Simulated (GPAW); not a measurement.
MgCu2S2 (R3m), Cu K edge of atom 1, with 3 S at 2.24 Å (trigonal planar, site symmetry 3m). Method: GPAW, RPBE, excited-electron core hole (neutral cell), 15-atom cell with 6.7 Å between holes, 3×3×3 k points, dipole transitions, Gaussian full width 1.55 eV up to 4 eV, rising linearly to 3.5 eV at 25 eV.

```xyz
5
Lattice="1.9403 1.1202 6.7863 -1.9403 1.1202 6.7863 0.0000 -2.2405 6.7863" Properties=species:S:1:pos:R:3 pbc="T T T"
Cu    0.0000    0.0000    3.1902
Cu    0.0000    0.0000   12.3696
S     0.0000    0.0000   10.0893
S     0.0000    0.0000   20.0893
Mg    0.0000    0.0000    7.6877
```

Energy from the lowest empty level; a common scale on which the isotropic spectrum has a mean of 1 over the first 20 eV.

```tsv
E (eV)	curve 1	curve 2
-2.0	0.00	0.00
-1.5	0.02	0.00
-1.0	0.11	0.00
-0.5	0.42	0.02
0.0	0.99	0.04
0.5	1.56	0.10
1.0	1.79	0.21
1.5	1.66	0.36
2.0	1.39	0.49
2.5	1.11	0.60
3.0	0.85	0.78
3.5	0.66	1.07
4.0	0.54	1.30
4.5	0.49	1.29
5.0	0.48	1.14
5.5	0.49	0.98
6.0	0.54	0.92
6.5	0.71	1.02
7.0	1.03	1.18
7.5	1.45	1.22
8.0	1.80	1.12
8.5	1.88	1.04
9.0	1.67	1.05
9.5	1.34	1.11
10.0	1.10	1.15
10.5	1.07	1.13
11.0	1.17	1.07
11.5	1.24	1.00
12.0	1.20	0.96
12.5	1.07	0.97
13.0	0.93	1.03
13.5	0.84	1.08
14.0	0.83	1.10
14.5	0.87	1.06
15.0	0.93	0.99
15.5	1.00	0.95
16.0	1.04	0.94
16.5	1.06	0.97
17.0	1.06	1.02
17.5	1.02	1.05
18.0	0.97	1.08
18.5	0.92	1.11
19.0	0.88	1.15
19.5	0.85	1.19
20.0	0.84	1.21
20.5	0.84	1.20
21.0	0.85	1.16
21.5	0.86	1.12
22.0	0.87	1.07
22.5	0.87	1.03
23.0	0.88	1.00
23.5	0.89	0.96
24.0	0.91	0.94
24.5	0.94	0.94
25.0	0.96	0.97
25.5	0.98	1.03
26.0	1.00	1.11
26.5	1.00	1.20
27.0	1.01	1.28
27.5	1.01	1.33
28.0	1.02	1.34
28.5	1.03	1.32
29.0	1.04	1.28
29.5	1.05	1.22
30.0	1.06	1.16
```

Q: The curves are for the electric vector along different Cartesian axes of the cell as given, averaged over the symmetry-equivalent atoms. Which is which?

Curve 1: along z (c), main maxima 1.0 eV (1.79), 8.4 eV (1.89) and 11.6 eV (1.24). Curve 2: along x (⊥ c) (the other in-plane axis gives the same curve within 3 %), main maxima 4.2 eV (1.32), 7.4 eV (1.23) and 28.0 eV (1.34). A K edge sees empty p states on the absorber. Each direction probes the empty orbitals that point along it. The script folds with a Gaussian, whereas the core hole's own line is a Lorentzian, so the onset is too steep and the first peak too high. The unit cell's mesh shows no gap over 0.35 eV. That is right for a metallic compound; for a small-gap or correlated insulator it would be the fault of the functional or of the assumed magnetic order, and the hole would be screened too well.

[Banner, clock and machine lines of the logs are left out without a mark of their own.]

[Logs are printed without paths, hosts, clocks, repeated set-up lines and the standing remarks that a program may print on its own settings, such as how far it seeks lower states.]

[Hosts, paths, dates, database ids (printed as entryN), source tags and the programs' standing remarks are cut or masked in the printed files.]

[Lists of maxima count a maximum above −3 eV only where it reaches 4 % of the highest in the window and stands out from its surroundings by 2 % of it (1.5 % where it reaches 55 %); shoulders and weaker maxima are passed over, and of the rest the first, up to two pre-edge ones and the few strongest are named.]
